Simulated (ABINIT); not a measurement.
Entries from a set of simulations; values are calculated unless marked as measured.

```
AgCl (Fm-3m): G0W0 with ABINIT, start to end
1.0
     0.00000    2.77266    2.77266
     2.77266    0.00000    2.77266
     2.77266    2.77266    0.00000
Ag Cl
1 1
Direct
  0.00000 0.00000 0.00000
  0.50000 0.50000 0.50000
# method: RPA screening on PBE, plane waves, norm-conserving pseudopotentials (and 2 further levels or steps)
# program: ABINIT 10.8.3
# settings: cutoff 37 Ha, PseudoDojo scalar-relativistic 0.4.1 standard, norm-conserving, ngkpt (4, 4, 4), nband 82, ecuteps 5 Ha, inclvkb 2, shiftk (0, 0, 0), symchi 1, awtr 1, frequency ppm, 4×4×4 k-mesh
# cost: 5 runs, 85 s in all on 4 MPI ranks of Arm Neoverse V2, shared host
# notes: The cell and positions are those that the Materials Project relaxed with its own functionals (PBE, PBE+U or r2SCAN), kept fixed. Limits: d shell near the gap, gap tends to lie low; no spin-orbit coupling. The 4×4×4 mesh is coarse for this cell, which bears on the long-range parts of exchange and screening.
# PBE gap: 0.91 eV, indirect
# G0W0 gap on the mesh: 2.09 eV
# GW settings: 4×4×4 mesh, 82 bands, screening to 136.1 eV, Godby-Needs plasmon pole
# known limits: short of the basis limit; d shell near the gap, gap tends to lie low; no spin-orbit coupling; coarse k mesh
```

[Long decimals in the printed logs are rounded to 6 places.]

[Logs are printed without paths, hosts, clocks, repeated set-up lines and the standing remarks that a program may print on its own settings, such as how far it seeks lower states.]

[Paths, hosts, dates, memory and timing lines, banners, echoed tables and standing remarks are left out of the program output; an Ansatz launch command may be rebuilt from the run's recorded settings. Measured values are a selection of at most five: reports struck by readers or far from the other reports are left out. None is set beside runs whose start may be inverted or whose files or cutoffs have a known fault.]

[Runs of the session that timed out or met a known fault of the program may be left out.]

[Hosts, paths, dates, database ids (printed as entryN), source tags and the programs' standing remarks are cut or masked in the printed files.]

[G0W0 gaps are taken among the corrected bands and points alone; a level outside them can change the order at an edge.]

[Where Ansatz stands beside ABINIT at settings called matched, ABINIT's density can come from a denser mesh and the files from another edition; pairs whose starting gaps differed by over 0.03 eV were left out, so agreement reads better than it is.]
